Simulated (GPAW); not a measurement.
# Screening of a field by W2CS2 MXene monolayer, part 2 of 2

Wanted: the out-of-plane polarisability of W2CS2 MXene monolayer.

GPAW 26.7.0; GPAW, PAW setups; layer in a repeated cell with vacuum, relaxation of atoms and in-plane cell (the session's first sound run).

So far, dipole along the normal (e·Å): step 2 (relaxing the atoms) -1.7e-4; step 3 (plane waves, PBE) -5.0e-4; step 4 (field on) -0.0747.

## Step 5: In a field

Level of this step: GPAW, PAW setups; slab in vacuum (GPAW).

Contents of run.py:

```python
import json
import numpy as np
from ase import Atoms
from gpaw import GPAW, PW
from gpaw.external import ConstantElectricField

slab = Atoms(
    ['S', 'W', 'C', 'W', 'S'],
    positions=[
        [-0.00000, 1.88845, 7.00000],
        [1.63544, 0.94422, 8.61686],
        [0.00000, -0.00000, 9.68318],
        [-0.00000, 1.88845, 10.74951],
        [1.63544, 0.94422, 12.36636]],
    cell=[[3.27088, -0.0, 0.0], [-1.63544, 2.83266, 0.0], [0.0, 0.0, 19.3664]],
    pbc=[True, True, False])

slab.calc = GPAW(mode=PW(500), xc='PBE', kpts={'size': (12, 12, 1), 'gamma': True},
                 occupations={'name': 'fermi-dirac', 'width': 0.05}, nbands='160%',
                 convergence={'density': 1e-05}, maxiter=200,
                 poissonsolver={'dipolelayer': 'xy'},
                 external=ConstantElectricField(-0.1, [0, 0, 1]),
                 symmetry={'tolerance': 1e-3}, txt='slab.txt')
result = {}
energy = slab.get_potential_energy()
fermi = slab.calc.get_fermi_level()
v = slab.calc.get_electrostatic_potential().mean((0, 1)) - fermi
n = slab.calc.get_pseudo_density().mean((0, 1))
L = slab.cell[2, 2]
z = np.arange(len(v)) * L / len(v)
low, high = slab.positions[:, 2].min(), slab.positions[:, 2].max()
below, above = np.interp([low - 4.8, high + 4.8], z, v)
slopes = [np.interp(x, z, np.gradient(v, z)) for x in (low - 4.8, high + 4.8)]
eps = np.array([[slab.calc.get_eigenvalues(k, s) for k in range(len(slab.calc.get_ibz_k_points()))]
                for s in range(slab.calc.get_number_of_spins())]) - fermi
top, bottom = eps[eps < 0].max(), eps[eps > 0].min()
dipole = slab.get_dipole_moment()[2]
print(f'energy {energy:.4f} eV, Fermi level {fermi:.4f} eV, dipole {dipole:.5f} e A')
print(f'potential 4.8 A off the faces, from the Fermi level: lower {below:.4f} eV, upper {above:.4f} eV')
print(f'slope of the potential there: lower {slopes[0]:.5f}, upper {slopes[1]:.5f} eV/A')
print(f'nearest levels on the mesh: {top:.4f} and {bottom:.4f} eV')
print('magnetic moment', round(slab.get_magnetic_moment(), 3))
result.update(energy=energy, fermi=fermi, dipole=dipole, below=below, above=above, slopes=slopes, edges=[top, bottom],
              z=z.tolist(), v=v.tolist(), n=n.tolist(), positions=slab.positions.tolist(),
              forces=slab.get_forces(apply_constraint=False).tolist(), moments=slab.get_magnetic_moments().tolist())
json.dump(result, open('result.json', 'w'))
```

The run is started by

```bash
$ OMP_NUM_THREADS=1 OPENBLAS_NUM_THREADS=1 python run.py
```

The log of the run:

```text
energy -42.0551 eV, Fermi level 1.4967 eV, dipole -0.03735 e A
potential 4.8 A off the faces, from the Fermi level: lower 4.7196 eV, upper 5.4490 eV
slope of the potential there: lower -0.00000, upper 0.00003 eV/A
nearest levels on the mesh: -0.0929 and 0.0461 eV
magnetic moment 0.0
```

Wall time 2 min (1 thread of AMD EPYC 9B45 (Zen 5), shared host); peak memory 0.53 GiB.

This step gave:

```
dipole along the normal                                         : -0.03735 e·Å
levels nearest the Fermi level on the mesh                      : -0.09295, 0.04615 eV from the Fermi level
potential below the slab, the applied field's own ramp left out : 4.720 eV from the Fermi level
potential above the slab, the applied field's own ramp left out : 5.449 eV from the Fermi level
```

Table of electrostatic potential energy of an electron (without an applied field's), less the Fermi level, planar mean by z:

```
z (Å)  electrostatic potential energy of an electron (without an applied field's), less the Fermi level, planar mean (eV)
  0.0                                                                                                                5.08
  0.5                                                                                                                4.72
  1.0                                                                                                                4.72
  1.5                                                                                                                4.72
  2.0                                                                                                                4.72
  2.5                                                                                                                4.72
  3.0                                                                                                                4.72
  3.5                                                                                                                4.72
  4.0                                                                                                                4.72
  4.5                                                                                                                4.70
  5.0                                                                                                                4.64
  5.5                                                                                                                4.31
  6.0                                                                                                                2.71
  6.5                                                                                                               -4.57
  7.0                                                                                                               -18.1
  7.5                                                                                                               -7.76
  8.0                                                                                                               -9.85
  8.5                                                                                                               -22.6
  9.0                                                                                                               -17.3
  9.5                                                                                                               -13.2
 10.0                                                                                                               -12.3
 10.5                                                                                                               -20.3
 11.0                                                                                                               -19.6
 11.5                                                                                                               -7.08
 12.0                                                                                                               -10.0
 12.5                                                                                                               -15.7
 13.0                                                                                                              -0.975
 13.5                                                                                                                4.08
 14.0                                                                                                                5.17
 14.5                                                                                                                5.39
 15.0                                                                                                                5.44
 15.5                                                                                                                5.45
 16.0                                                                                                                5.45
 16.5                                                                                                                5.45
 17.0                                                                                                                5.45
 17.5                                                                                                                5.45
 18.0                                                                                                                5.45
 18.5                                                                                                                5.45
 19.0                                                                                                                5.41
```

The dipole is now -0.0374 e Å, against -5.0e-4 in the run without a field.

## Step 6: Field on

Changes to run.py since step 5:

```diff
@@ -21,3 +21,3 @@
                  poissonsolver={'dipolelayer': 'xy'},
-                 external=ConstantElectricField(-0.1, [0, 0, 1]),
+                 external=ConstantElectricField(-0.05, [0, 0, 1]),
                  symmetry={'tolerance': 1e-3}, txt='slab.txt')
```

The log of the run:

```text
energy -42.0537 eV, Fermi level 1.4969 eV, dipole -0.01868 e A
potential 4.8 A off the faces, from the Fermi level: lower 4.9015 eV, upper 5.2662 eV
slope of the potential there: lower -0.00001, upper 0.00002 eV/A
nearest levels on the mesh: -0.0929 and 0.0461 eV
magnetic moment 0.0
```

Run time: 1.9 min. Hardware: 1 thread; peak memory 0.53 GiB.

The electrostatic potential energy of an electron (without an applied field's), less the Fermi level, planar mean oscillates, so the rows of the table below give means over windows of 1.74 Å about each position, cut where the curve ends. Its maxima inside the range that stand out by 2 % of the span (Å: eV): 7.6: -6.14, 9.4: -12.3, 10.0: -12.3, 11.7: -5.95. Its minima: 7.0: -18.0, 8.6: -23.6, 9.7: -14.5, 10.7: -23.4, 12.4: -17.8.

The electrostatic potential energy of an electron (without an applied field's), less the Fermi level, planar mean by z; means over each step:

| z (Å) | electrostatic potential energy of an electron (without an applied field's), less the Fermi level, planar mean (eV) |
| --- | --- |
| 0.87 | 4.92 |
| 2.61 | 4.90 |
| 4.35 | 4.87 |
| 6.09 | -1.19 |
| 7.83 | -13.7 |
| 9.57 | -15.1 |
| 11.31 | -14.1 |
| 13.05 | -3.72 |
| 14.79 | 5.20 |
| 16.53 | 5.27 |
| 18.27 | 5.26 |

## Step 7: In a field

Changes to run.py since step 6:

```diff
@@ -21,3 +21,3 @@
                  poissonsolver={'dipolelayer': 'xy'},
-                 external=ConstantElectricField(-0.05, [0, 0, 1]),
+                 external=ConstantElectricField(0.05, [0, 0, 1]),
                  symmetry={'tolerance': 1e-3}, txt='slab.txt')
```

The log of the run:

```text
energy -42.0537 eV, Fermi level 1.4969 eV, dipole 0.01868 e A
potential 4.8 A off the faces, from the Fermi level: lower 5.2663 eV, upper 4.9015 eV
slope of the potential there: lower -0.00002, upper 0.00001 eV/A
nearest levels on the mesh: -0.0929 and 0.0461 eV
magnetic moment 0.0
```

Run time: 1.9 min. Hardware: 1 thread; peak memory 0.53 GiB.

## Step 8: Field on

Changes to run.py since step 7:

```diff
@@ -21,3 +21,3 @@
                  poissonsolver={'dipolelayer': 'xy'},
-                 external=ConstantElectricField(0.05, [0, 0, 1]),
+                 external=ConstantElectricField(0.1, [0, 0, 1]),
                  symmetry={'tolerance': 1e-3}, txt='slab.txt')
```

The log of the run:

```text
energy -42.0551 eV, Fermi level 1.4967 eV, dipole 0.03735 e A
potential 4.8 A off the faces, from the Fermi level: lower 5.4491 eV, upper 4.7195 eV
slope of the potential there: lower -0.00003, upper 0.00000 eV/A
nearest levels on the mesh: -0.0929 and 0.0461 eV
magnetic moment 0.0
```

Run time: 2 min. Hardware: 1 thread; peak memory 0.53 GiB.

The electrostatic potential energy of an electron (without an applied field's), less the Fermi level, planar mean oscillates, so the rows of the table below give means over windows of 1.74 Å about each position, cut where the curve ends. Its maxima inside the range that stand out by 2 % of the span (Å: eV): 7.6: -5.85, 9.4: -12.3, 10.0: -12.3, 11.7: -6.24. Its minima: 7.0: -17.6, 8.6: -23.4, 9.7: -14.5, 10.7: -23.6, 12.4: -18.2.

The electrostatic potential energy of an electron (without an applied field's), less the Fermi level, planar mean by z; means over each step:

z (Å), electrostatic potential energy of an electron (without an applied field's), less the Fermi level, planar mean (eV) and a bar from the least value:
```
     0.87        5.4 ##############################
     2.61        5.4 ##############################
     4.35        5.4 ##############################
     6.09       -0.7 #####################
     7.83      -13.4 ##
     9.57      -15.1 
    11.31      -14.3 #
    13.05       -4.2 ################
    14.79        4.7 #############################
    16.53        4.7 #############################
    18.27        4.7 #############################
```

The dipole is now 0.0374 e Å, against -5.0e-4 in the run without a field.

## Step 9: In a field

Changes to run.py since step 8:

```diff
@@ -21,3 +21,3 @@
                  poissonsolver={'dipolelayer': 'xy'},
-                 external=ConstantElectricField(0.1, [0, 0, 1]),
+                 external=ConstantElectricField(0.2, [0, 0, 1]),
                  symmetry={'tolerance': 1e-3}, txt='slab.txt')
```

The log of the run:

```text
energy -42.0607 eV, Fermi level 1.4957 eV, dipole 0.07472 e A
potential 4.8 A off the faces, from the Fermi level: lower 5.8156 eV, upper 4.3565 eV
slope of the potential there: lower -0.00005, upper -0.00001 eV/A
nearest levels on the mesh: -0.0930 and 0.0462 eV
magnetic moment 0.0
```

The job ended after 1.8 min (1 thread; peak memory 0.53 GiB).

Table of electrostatic potential energy of an electron (without an applied field's), less the Fermi level, planar mean by z:

```csv
z (Å),"electrostatic potential energy of an electron (without an applied field's), less the Fermi level, planar mean (eV)"
0.0,5.09
0.5,5.82
1.0,5.82
1.5,5.82
2.0,5.82
2.5,5.82
3.0,5.82
3.5,5.81
4.0,5.81
4.5,5.79
5.0,5.72
5.5,5.38
6.0,3.72
6.5,-3.66
7.0,-17.3
7.5,-7.12
8.0,-9.36
8.5,-22.3
9.0,-17.1
9.5,-13.1
10.0,-12.4
10.5,-20.5
11.0,-20.0
11.5,-7.61
12.0,-10.7
12.5,-16.5
13.0,-1.92
13.5,3.05
14.0,4.10
14.5,4.30
15.0,4.35
15.5,4.35
16.0,4.36
16.5,4.36
17.0,4.36
17.5,4.36
18.0,4.36
18.5,4.36
19.0,4.43
```

The dipole is now 0.0747 e Å, against -5.0e-4 in the run without a field.

## Step 10: Field on

Changes to run.py since step 9:

```diff
@@ -21,3 +21,3 @@
                  poissonsolver={'dipolelayer': 'xy'},
-                 external=ConstantElectricField(0.2, [0, 0, 1]),
+                 external=ConstantElectricField(0.3, [0, 0, 1]),
                  symmetry={'tolerance': 1e-3}, txt='slab.txt')
```

The log of the run:

```text
energy -42.0701 eV, Fermi level 1.4940 eV, dipole 0.11209 e A
potential 4.8 A off the faces, from the Fermi level: lower 6.1835 eV, upper 3.9944 eV
slope of the potential there: lower -0.00007, upper -0.00002 eV/A
nearest levels on the mesh: -0.0932 and 0.0462 eV
magnetic moment 0.0
```

The job ended after 1.9 min (1 thread; peak memory 0.53 GiB).

The dipole is now 0.112 e Å, against -5.0e-4 in the run without a field.

## Step 11: The series

The members are put on one axis.

This step: induced dipole against applied field (GPAW 26.7.0).

The dipole along the normal by field:

| field (V/Å) | dipole along the normal (e·Å) |
| --- | --- |
| -0.200 | -0.0747 |
| -0.100 | -0.0374 |
| -0.050 | -0.0187 |
| 0.000 | -5.0e-4 |
| 0.050 | 0.0187 |
| 0.100 | 0.0374 |
| 0.200 | 0.0747 |
| 0.300 | 0.112 |

## Step 12: A changed run

One more run, with changed settings.

This step: GPAW, PAW setups; slab in vacuum (GPAW 26.7.0).

Changes to run.py since step 10:

```diff
@@ -4,3 +4,2 @@
 from gpaw import GPAW, PW
-from gpaw.external import ConstantElectricField
 
@@ -17,7 +16,6 @@
 
-slab.calc = GPAW(mode=PW(500), xc='PBE', kpts={'size': (12, 12, 1), 'gamma': True},
+slab.calc = GPAW(mode=PW(500), xc='pbe96', kpts={'size': (12, 12, 1), 'gamma': True},
                  occupations={'name': 'fermi-dirac', 'width': 0.05}, nbands='160%',
-                 convergence={'density': 1e-05}, maxiter=200,
+                 convergence={'density': 1e-05}, maxiter=75,
                  poissonsolver={'dipolelayer': 'xy'},
-                 external=ConstantElectricField(0.3, [0, 0, 1]),
                  symmetry={'tolerance': 1e-3}, txt='slab.txt')
```

The log of the run:

```text
NameError: Unknown functional: pbe96.
```

Run time: 0.41 s. Hardware: 1 thread; peak memory 0.1 GiB.

The input was rejected at the start.

The program's message: “NameError: Unknown functional: pbe96.”

The change that led to it: xc = "pbe96".

## Step 13: Summary of results

| Item | Value |
| --- | --- |
| work function, upper and lower face | 5.089 and 5.078 eV |
| dipole along the normal | -5.0e-4 e Å |
| induced dipole per field | 0.374 e Å per V/Å |
| out-of-plane polarisability per area, α/(ε0 A) | 7.30 Å |

**Reading.** The field induces 0.374 e Å per V/Å, a polarisable thickness α/(ε0 A) of 7.30 Å beside 5.37 Å between the outermost nuclei. A perfect conductor would give the distance between its two image planes; a dielectric of thickness t gives t(1 - 1/ε). The induced dipole is linear in the field over this range. The starting lattice was a guess from atomic radii; the relaxation moved it by 5 %. The small printed dipole stands for a step of 9.7 meV from the lower to the upper face, and the probes find 11 meV; values this small are near the numerical noise of both. The layer's cell and atoms come from the relaxation; spin-orbit coupling and temperature are left out.

[Logs are printed without paths, hosts, clocks, repeated set-up lines and the standing remarks that a program may print on its own settings, such as how far it seeks lower states.]

[Hosts, paths, dates, database ids (printed as entryN), source tags and the programs' standing remarks are cut or masked in the printed files.]
